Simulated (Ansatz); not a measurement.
# The stack of 1T-PtSe2 under 1T-PbSeTe , upper layer turned by 180° between two gates

Aim: screening and gap of the neutral stack of 1T-PtSe2 under 1T-PbSeTe , upper layer turned by 180° between oppositely charged gates.

Main program and level: Ansatz 0.2.0; plane-wave DFT, PBE-D3(BJ), Ansatz PAW, in the first sound run; inputs show where later runs differ.

## Step 1: The starting structure

The cell holds 6 atoms: 3 Se, 1 Pt, 1 Te and 1 Pb. Cell: a = 3.750 Å, b = 3.750 Å, c = 26.421 Å, α = 90.0°, β = 90.0°, γ = 120.0°. Regions: layer 1: 1T-PtSe2, 3 atoms (2 Se and 1 Pt); layer 2: 1T-PbSeTe, 3 atoms (1 Te, 1 Pb and 1 Se). Vacuum lies along c.

## Step 2: Relaxing the slab

The starting cell is a guess, so the in-plane lattice and the atoms are relaxed first, with the slab cut off from its images along the normal. The program lengthens the vector along the normal by itself, so c and the volume that it reports differ from the typed ones.

Contents of input.yaml:

```yaml
crystal:
  lattice:
    - [3.749971, 0.0, 0.0]
    - [-1.8749855, 3.2475701495, 0.0]
    - [0.0, 0.0, 26.4210508988]
  atoms:
    - { symbol: Se, position: [0.6666666667, 0.3333333333, 0.3406374725] }
    - { symbol: Pt, position: [0.0, 0.0, 0.3835524536] }
    - { symbol: Se, position: [0.3333333333, 0.6666666667, 0.4264674346] }
    - { symbol: Te, position: [0.6666666667, 0.3333333333, 0.5475829804] }
    - { symbol: Pb, position: [0.3333333333, 0.6666666667, 0.6095257977] }
    - { symbol: Se, position: [0.0, 0.0, 0.6593625275] }
  periodic: [true, true, false]
kpoints:
  mp_grid: { grid: [12, 12, 1] }
hamiltonian:
  xc: pbe
  dispersion: d3bj
scf:
  occupations: { method: fermi_dirac, width: 0.05 }
  convergence: { dr2_threshold: 1.0e-09 }
relax:
  f_tol: 0.004
  max_steps: 90
  cell: {}
output:
  write_potential: true
  write_density: true
  volumetric_format: npy
```

Command:

```
ansatz run input.yaml --threads 4 --pin off --max-ram 6144MiB --backend cpu --events-out ev --progress --plain --runs-dir out
```

Log:

```text
Warning: crystal.periodic: the lattice vector that does not repeat stood 0.000° off the slab's normal, 26.421 Å along it as the deck builds it. The run solves the slab on a vector along the normal, 40.642 Å long, with every atom where it was (on the deck's vector they left 18.00 Å outside them, and the widest stretch free of ions among them is 3.20 Å). A fractional position that the run reports is one of the run's ce [...]
Warning: relax.cell: scf.convergence.dr2_threshold = 1e-9 eV is looser than the 1.76816359755e-10 eV advised for a relaxation that steers and ends on the stress (1e-10 eV for each atom of the cell: 6, times the square of relax.cell.stress_2d_tol = 0.05 N/m over 18.4 Å (the atoms' height at the walk's start and 5 Å past either face), 2.714e-2 GPa, over a crystal's default 0.05). What an SCF threshold leaves in a stress goes as its square root, and in the free energy as the threshold itself, and one threshold admits the most on a small cell: [figures from the program's tests cut] Set scf.convergence.dr2_threshold to 1.76816359755e-10 eV or tighter. [rest of the remark cut]
crystal.periodic: the lattice vector that does not repeat stood 0.000° off the slab's normal, 26.421 Å along it as the deck builds it. The run solves the slab on a vector along the normal, 40.642 Å long, with every atom where it was (on the deck's vector they left 18.00 Å outside them, and the widest stretch free of ions among them is 3.20 Å). A fractional position that the run reports is one of the run's cell, which [...]
Engine: ansatz 0.2.0, x86_64-unknown-linux-gnu
Pseudopotentials: kind: paw
Pseudopotential: Se, paw, valence charge 16, recommended cutoff 420 eV (normal), Se.paw.azcp
Pseudopotential: Pt, paw, valence charge 18, recommended cutoff 420 eV (normal), Pt.paw.azcp
Pseudopotential: Te, paw, valence charge 16, recommended cutoff 420 eV (normal), Te.paw.azcp
Pseudopotential: Pb, paw, valence charge 14, recommended cutoff 420 eV (normal), Pb.paw.azcp
Functional definition: PBE
  parameter kappa = 0.804
  parameter beta = 0.066725
  exchange = pbe_x(kappa = kappa, mu = beta*pi^2/3)
  correlation = pbe_c(beta = beta)
Crystal: 6 atoms, lattice volume = 494.951 Å³
Basis set: ecut = 420 eV, 9735 PW (Γ), exchange–correlation on 54×54×576 points (8 copies of the dense FFT grid, shifted against one another)
Bands: 58, of which v1, the nominal top of the filled ones, is band 48 counted from 1 (47 counted from 0)
Symmetry: 6 space group operations
Space group: P3m1 (ITA 156), of the structure as read, at distance tolerance 7.9e-5 Å
k-points: 19 of 144 (time reversal used)
Non-local potential: Se, projectors of the file, l = 0: 2, l = 1: 2, l = 2: 3, l = 3: 1
Non-local potential: Pt, projectors of the file, l = 0: 3, l = 1: 2, l = 2: 2, l = 3: 1
Non-local potential: Te, projectors of the file, l = 0: 2, l = 1: 2, l = 2: 2, l = 3: 2
Non-local potential: Pb, projectors of the file, l = 0: 2, l = 1: 2, l = 2: 2, l = 3: 2
PAW form: soft (Blöchl's): semilocal exchange-correlation on the pseudo side does not see the compensation charge
PAW one-centre angular grid: Se, 590 points (default); XC on 64 Gauss nodes
PAW one-centre angular grid: Pt, 590 points (default); XC on 64 Gauss nodes
PAW one-centre angular grid: Te, 590 points (default); XC on 64 Gauss nodes
PAW one-centre angular grid: Pb, 590 points (default); XC on 64 Gauss nodes
Initial density: superposition of atomic densities (neutral atoms: chi_scale 0, normalization atom), corrected by the library's trained network
Initial wavefunctions: pseudopotential atomic-orbital guess
Functional: x = pbe(κ = 0.804, μ = 0.219515), c = pbe(β = 0.066725)
SCF iter   1: F=—  HF=-47817.077270 eV  |F-HF|=—  |Δ(HF+E_count)|=         —  Δρ=1.62e-3  dr2=3.92e-2  ethr=1.77e-3  ⟨swp⟩=15.5  Hψ=7236  notcnv=0  defer=23
preconditioner: auto → LDOS  [metal: Δε(μ)=0.085 eV  Ē_g=12.562 eV  σ=0.050 eV  W_gap=0.35  n_scr=80 (ndim 8)  ℏωp=11.6 eV  f_vac=0.710  D(μ)=1.19/eV (n_scr^D=8)  β→1.0]
SCF iter   2: F=—  HF=-47817.094161 eV  |F-HF|=—  |Δ(HF+E_count)|=   1.69e-2  Δρ=1.49e-3  dr2=2.51e-1  ethr=4.08e-5  ⟨swp⟩=4.1  Hψ=2798  notcnv=0  defer=50
SCF iter   3: F=—  HF=-47817.082011 eV  |F-HF|=—  |Δ(HF+E_count)|=   1.22e-2  Δρ=3.60e-4  dr2=3.76e-3  ethr=4.08e-5  ⟨swp⟩=3.1  Hψ=1761  notcnv=0  defer=50
SCF iter   4: F=—  HF=-47817.081890 eV  |F-HF|=—  |Δ(HF+E_count)|=   1.21e-4  Δρ=2.17e-4  dr2=1.16e-3  ethr=3.92e-6  ⟨swp⟩=3.2  Hψ=2086  notcnv=0  defer=45
SCF iter   5: F=—  HF=-47817.081752 eV  |F-HF|=—  |Δ(HF+E_count)|=   1.38e-4  Δρ=1.20e-4  dr2=8.32e-4  ethr=1.21e-6  ⟨swp⟩=2.9  Hψ=1649  notcnv=0  defer=45
SCF iter   6: F=—  HF=-47817.081701 eV  |F-HF|=—  |Δ(HF+E_count)|=   5.11e-5  Δρ=4.30e-5  dr2=1.18e-4  ethr=8.67e-7  ⟨swp⟩=2.1  Hψ=1217  notcnv=0  defer=45
SCF iter   7: F=—  HF=-47817.081695 eV  |F-HF|=—  |Δ(HF+E_count)|=   5.43e-6  Δρ=2.37e-5  dr2=1.02e-5  ethr=1.23e-7  ⟨swp⟩=2.8  Hψ=1549  notcnv=0  defer=45
SCF iter   8: F=—  HF=-47817.081677 eV  |F-HF|=—  |Δ(HF+E_count)|=   1.88e-5  Δρ=7.11e-6  dr2=9.71e-7  ethr=1.06e-8  ⟨swp⟩=3.1  Hψ=1846  notcnv=0  defer=45
SCF iter   9: F=—  HF=-47817.081844 eV  |F-HF|=—  |Δ(HF+E_count)|=   1.67e-4  Δρ=3.01e-6  dr2=1.53e-7  ethr=1.01e-9  ⟨swp⟩=2.9  Hψ=1844  notcnv=0  defer=45
SCF iter  10: F=—  HF=-47817.081844 eV  |F-HF|=—  |Δ(HF+E_count)|=   2.01e-8  Δρ=8.93e-7  dr2=3.98e-9  ethr=1.60e-10  ⟨swp⟩=3.2  Hψ=1839  notcnv=0  defer=45
SCF iter  11: F=—  HF=-47817.081844 eV  |F-HF|=—  |Δ(HF+E_count)|=   2.52e-8  Δρ=4.13e-7  dr2=1.04e-9  ethr=1.04e-12  ⟨swp⟩=13.4  Hψ=8987  notcnv=0
SCF iter  12: F=-47817.081844 eV  HF=-47817.081844 eV  |F-HF|=8.15e-10  |Δ(HF+E_count)|=   1.18e-9  Δρ=1.15e-7  dr2=7.32e-11  ethr=1.04e-12  ⟨swp⟩=11.0  Hψ=7489  notcnv=0
SCF 1 converged in 12 iterations: F = -47817.081844 eV  dr2 = 7.32e-11
  greatest PAW one-centre occupation: 1.000 electrons in one spin orbital (limit 2), on the Pt atom at site 1 (counted from 0), in its partial waves of l = 0
relax step   1: F+E_penalty+E_count = -47817.08184380 eV  Δ(F+E_penalty+E_count) = +0.000e0 eV  max|allowed force component| = 5.073e0 eV/Å  Δτ_max = 0.0000 Å  P = +23.709 N/m  Ω = 494.951 Å³  fix = [c, alpha, beta]  reactions: c +0.000 N/m  (12 SCF iters, accepted)
Crystal: 6 atoms, lattice volume = 504.366 Å³
Basis set: ecut = 420 eV, 9903 PW (Γ), exchange–correlation on 54×54×576 points (8 copies of the dense FFT grid, shifted against one another)
Initial density: handed on by an earlier stage of this run
Initial wavefunctions: those handed on with the density
[...]
[... from here on, the SCF cycles and remarks between the steps are left out ...]
relax step   4: F+E_penalty+E_count = -47819.69074776 eV  Δ(F+E_penalty+E_count) = -1.793e-1 eV  max|allowed force component| = 5.999e-1 eV/Å  Δτ_max = 0.1931 Å  P = +1.050 N/m  Ω = 517.214 Å³  energy of the carried Pulay correction = -1.148e-3 eV  fix = [c, alpha, beta]  reactions: c +0.000 N/m  (11 SCF iters, accepted)
relax step   5: F+E_penalty+E_count = -47819.76275036 eV  Δ(F+E_penalty+E_count) = -7.200e-2 eV  max|allowed force component| = 2.648e-1 eV/Å  Δτ_max = 0.2000 Å  P = -0.547 N/m  Ω = 519.925 Å³  energy of the carried Pulay correction = -1.284e-3 eV  fix = [c, alpha, beta]  reactions: c -0.000 N/m  (10 SCF iters, accepted)
relax step   6: F+E_penalty+E_count = -47819.77176157 eV  Δ(F+E_penalty+E_count) = -9.011e-3 eV  max|allowed force component| = 5.018e-2 eV/Å  Δτ_max = 0.0319 Å  P = -0.309 N/m  Ω = 515.066 Å³  energy of the carried Pulay correction = -1.039e-3 eV  fix = [c, alpha, beta]  reactions: c -0.000 N/m  (9 SCF iters, accepted)
relax step   7: F+E_penalty+E_count = -47819.77299632 eV  Δ(F+E_penalty+E_count) = -1.235e-3 eV  max|allowed force component| = 7.245e-2 eV/Å  Δτ_max = 0.0488 Å  P = -0.224 N/m  Ω = 512.050 Å³  energy of the carried Pulay correction = -8.862e-4 eV  fix = [c, alpha, beta]  reactions: c -0.000 N/m  (9 SCF iters, accepted)
relax step   8: F+E_penalty+E_count = -47819.77379930 eV  Δ(F+E_penalty+E_count) = -8.030e-4 eV  max|allowed force component| = 2.938e-2 eV/Å  Δτ_max = 0.0151 Å  P = +0.042 N/m  Ω = 510.574 Å³  energy of the carried Pulay correction = -8.109e-4 eV  fix = [c, alpha, beta]  reactions: c +0.000 N/m  (8 SCF iters, accepted)
relax step   9: F+E_penalty+E_count = -47819.77390261 eV  Δ(F+E_penalty+E_count) = -1.033e-4 eV  max|allowed force component| = 7.644e-3 eV/Å  Δτ_max = 0.0066 Å  P = -0.005 N/m  Ω = 510.560 Å³  energy of the carried Pulay correction = -8.102e-4 eV  fix = [c, alpha, beta]  reactions: c -0.000 N/m  (7 SCF iters, accepted)
relax step  10: F+E_penalty+E_count = -47819.77392943 eV  Δ(F+E_penalty+E_count) = -2.682e-5 eV  max|allowed force component| = 6.759e-4 eV/Å  Δτ_max = 0.0043 Å  P = -0.000 N/m  Ω = 510.371 Å³  energy of the carried Pulay correction = -8.006e-4 eV  fix = [c, alpha, beta]  reactions: c -0.000 N/m  (7 SCF iters, accepted)
Initial wavefunctions: pseudopotential atomic-orbital guess (no wavefunctions were taken with the density)
iter 1 solved again at ethr=8.72e-7 eV; its pass at ethr=3.10e-3 eV (dr2=8.37e-4 eV) is discarded
SCF iter   1: F=—  HF=-47819.760981 eV  |F-HF|=—  |Δ(HF+E_count)|=         —  Δρ=2.61e-4  dr2=1.02e-5  ethr=8.72e-7  ⟨swp⟩=5.9  Hψ=10479  notcnv=0
preconditioner: auto → LDOS  [metal: Δε(μ)=0.024 eV  Ē_g=11.474 eV  σ=0.050 eV  W_gap=0.12  n_scr=92 (ndim 8)  ℏωp=11.4 eV  f_vac=0.694  D(μ)=2.97/eV (n_scr^D=12)  β→1.0]
SCF iter   2: F=—  HF=-47819.774456 eV  |F-HF|=—  |Δ(HF+E_count)|=   1.35e-2  Δρ=8.65e-6  dr2=5.39e-6  ethr=1.07e-8  ⟨swp⟩=4.4  Hψ=3354  notcnv=0  defer=4
SCF iter   3: F=—  HF=-47819.774576 eV  |F-HF|=—  |Δ(HF+E_count)|=   1.20e-4  Δρ=8.25e-6  dr2=4.75e-7  ethr=5.61e-9  ⟨swp⟩=2.9  Hψ=1757  notcnv=0  defer=4
SCF iter   4: F=—  HF=-47819.774631 eV  |F-HF|=—  |Δ(HF+E_count)|=   5.47e-5  Δρ=2.94e-6  dr2=1.76e-7  ethr=4.95e-10  ⟨swp⟩=3.1  Hψ=2142  notcnv=0  defer=4
SCF iter   5: F=—  HF=-47819.774632 eV  |F-HF|=—  |Δ(HF+E_count)|=   1.44e-6  Δρ=1.01e-6  dr2=1.02e-8  ethr=1.84e-10  ⟨swp⟩=2.9  Hψ=1578  notcnv=0  defer=4
SCF iter   6: F=-47819.774632 eV  HF=-47819.774632 eV  |F-HF|=3.18e-8  |Δ(HF+E_count)|=   1.02e-7  Δρ=2.75e-7  dr2=9.60e-10  ethr=1.04e-12  ⟨swp⟩=18.2  Hψ=10253  notcnv=0
SCF 11 converged in 6 iterations: F = -47819.774632 eV  dr2 = 9.60e-10
relax step  11: F+E_penalty+E_count = -47819.77463233 eV  Δ(F+E_penalty+E_count) = -7.029e-4 eV  max|allowed force component| = 6.287e-4 eV/Å  Δτ_max = 0.0000 Å  P = -0.007 N/m  Ω = 510.371 Å³  fix = [c, alpha, beta]  reactions: c -0.000 N/m  stress off target by 6.67e-3 N/m on what of the cell is left free  SCF on the basis re-selected at this cell (its energy is not comparable with the rows above)  (6 SCF iters)
basis re-selected at this cell: Δ(F+E_penalty+E_count) = -7.029e-4 eV, ΔP = -0.006 N/m vs the last step (what re-selecting the basis moved, of the pressure what is left beyond the Pulay correction that the steps carried, after the strain that the cell walked since its last selection, with what the two solves' SCF thresholds leave and, on support functions, any second-order correction that the steps lacked; it is no m [...]
WARN: The input density's exchange-correlation potential varies sharply where the density is thin. Do not read a vacuum level from v_tot or v_xc, or from such a field of the output density. On a cell that repeats whose density bears no net charge and no dipole along the vacuum's axis use v_es (v_loc + v_h of the components); under efield.dipole_correction with no amplitude use v_es + v_field, which holds any external [...]
SCF converged after 6 iterations
Free energy (F): -47819.774632 eV
Harris-Foulkes:  -47819.774632 eV  (|F-HF|=3.18e-8)
Internal energy: -47819.749954 eV  (E = F + TS)
E sigma→0 (E₀):  -47819.762293 eV
Entropy (-TS):   -0.024679 eV (-4.113 meV/atom)
Fermi energy:    -5.395029 eV
--- Per-component energies (eV) ---
  E_band       = -3191.909809
  E_kinetic    = 1460.745533
  E_local      = -435596.365789  (includes V_loc(G=0)·N_el)
  E_nonlocal   = -1545.181848
  E_hartree    = 216836.307146
  E_xc         = -918.178671
  E_vxc        = -832.298907  (∫ρ·V_xc dr)
  E_paw        = -30258.518647  (= ΣΔE_a)
  E_vpaw       = -351.431296  (= ΣTr[D̂ρ^β])
  E_aug_tail   = -0.001740  (compensation charges beyond the density's cutoff)
  E_ewald      = 202203.623545
  E_disp       = -2.179485  (pairwise vdW)
  E_smearing   = -0.024679  (= −TS)
  E_closure    = 0.000000  (closes the sum)
  Σ components = -47819.774632   (vs F -47819.774632, Δ=0.00e0)
--- Forces (eV/Å), atoms counted from 1 ---
  atom   1  Se    -0.00000000     0.00000000    -0.00031943
  atom   2  Pt    -0.00000000    -0.00000000    -0.00017724
  atom   3  Se     0.00000000     0.00000000    -0.00039397
  atom   4  Te    -0.00000000    -0.00000000    -0.00002181
  atom   5  Pb    -0.00000000    -0.00000000     0.00028644
  atom   6  Se    -0.00000000     0.00000000     0.00062927
  max |Σ_I F_I| component: 3.26e-6 eV/Å
--- 2D stress c σ (N/m, compression-positive) ---
       -0.006672      -0.000000       0.000000
        0.000000      -0.006672       0.000000
        0.000000       0.000000      -0.000000
  P = ½ c Tr σ = -0.0067 N/m
--- Band table (eV; the first three rows and the last of 19) ---
  k-point 0: bands = [... 44 lower, -5.5816, -5.5816, -4.5071, -4.4556, -4.4556, -3.1427, -3.1427, -1.7336, ... 6 higher]
  k-point 1: bands = [... 44 lower, -5.9129, -5.6844, -4.8315, -4.5605, -4.3216, -3.5266, -3.2240, -1.3932, ... 6 higher]
  k-point 2: bands = [... 44 lower, -6.1310, -5.9452, -5.1244, -4.8507, -4.8013, -3.8120, -3.3809, -1.7167, ... 6 higher]
  k-point 18: bands = [... 44 lower, -7.1649, -7.1579, -7.0046, -6.5147, -5.6952, -4.0145, -3.9517, -2.1925, ... 6 higher]
  the weakly bound empty levels are not read free of the cell's end (no_gap_told)
--- Relaxed structure (10 steps of the walk, 10 accepted, 1 SCFs on fresh bases) ---
  F+E_penalty+E_count = -47819.77463233 eV   max|allowed force component| = 6.287e-4 eV/Å   (the final SCF, on the basis selected at the relaxed cell)
  cell:  # Å, volume = 510.3711 Å³
    - [3.807936, 0, 0]
    - [-1.903968, 3.297769, 0]
    - [0, 0, 40.642102]
  atoms:
    - { symbol: Se, position: [0.666667, 0.333333, 0.217615] }
    - { symbol: Pt, position: [-6.008020e-19, 0, 0.248595] }
    - { symbol: Se, position: [0.333333, 0.666667, 0.280270] }
    - { symbol: Te, position: [0.666667, 0.333333, 0.339322] }
    - { symbol: Pb, position: [0.333333, 0.666667, 0.400630] }
    - { symbol: Se, position: [1.109047e-17, 0, 0.442471] }
```

Elapsed: 2 min, on 4 threads of Intel Xeon 6975P-C (Granite Rapids), shared host; peak memory 1.3 GiB.

The steps of the relaxation:

| step | energy less that of the first step (eV) | largest force component (eV/Å) | volume (Å³) |
| --- | --- | --- | --- |
| 1 | 0.0000 | 5.0734 | 494.95 |
| 2 | -1.8000 | 2.3716 | 504.37 |
| 3 | -2.4296 | 1.1491 | 509.11 |
| 4 | -2.6089 | 0.5999 | 517.21 |
| 5 | -2.6809 | 0.2648 | 519.92 |
| 6 | -2.6899 | 0.0502 | 515.07 |
| 7 | -2.6912 | 0.0724 | 512.05 |
| 8 | -2.6920 | 0.0294 | 510.57 |
| 9 | -2.6921 | 0.0076 | 510.56 |
| 10 | -2.6921 | 0.0007 | 510.37 |
| 11* | -2.6928 | 0.0006 | 510.37 |

Relaxation steps marked * repeat the geometry before them on a plane-wave basis chosen anew for their cell, so energy and pressure can jump there.

The run keeps the 6 symmetry operations that the program found, so distortions that break them were not tested.

| cell as run | before | after | change |
| --- | --- | --- | --- |
| a (Å) | 3.750 | 3.808 | +1.5 % |
| b (Å) | 3.750 | 3.808 | +1.5 % |

The atoms that moved most (Å, along periodic axes as changes of fractional coordinates times the final cell, across vacuum about the mean position):

| atom | dx | dy | dz | length |
| --- | --- | --- | --- | --- |
| Te4 | 0.000 | 0.000 | -0.677 | 0.677 |
| Se6 | 0.000 | 0.000 | 0.562 | 0.562 |
| Pb5 | 0.000 | 0.000 | 0.178 | 0.178 |
| Se1 | 0.000 | 0.000 | -0.156 | 0.156 |
| Se3 | 0.000 | 0.000 | 0.123 | 0.123 |
| Pt2 | 0.000 | 0.000 | -0.030 | 0.030 |

The relaxed structure:

```xyz
6
Lattice="3.8079 0.0000 0.0000 -1.9040 3.2978 0.0000 0.0000 0.0000 40.6421" Properties=species:S:1:pos:R:3
Se    1.9040    1.0993    8.8443
Pt    0.0000    0.0000   10.1034
Se    0.0000    2.1985   11.3908
Te    1.9040    1.0993   13.7907
Pb    0.0000    2.1985   16.2824
Se    0.0000    0.0000   17.9830
```

Read from the output:

```yaml
energy_at_zero_smearing: -47819.7623 eV
```

The lattice constant a goes from 3.750 to 3.808 Å.

(Continued in part 2 of 3.)

[Long decimals in the printed logs are rounded to 6 places.]

[Logs are printed without paths, hosts, clocks, repeated set-up lines and the standing remarks that a program may print on its own settings, such as how far it seeks lower states.]

[Hosts, paths, dates, database ids (printed as entryN), source tags and the programs' standing remarks are cut or masked in the printed files.]

[Maps of the electrostatic potential energy from Ansatz leave out the sawtooth potential of an applied field or a dipole correction, so their vacuum need not be flat; planar profiles and work functions include it.]
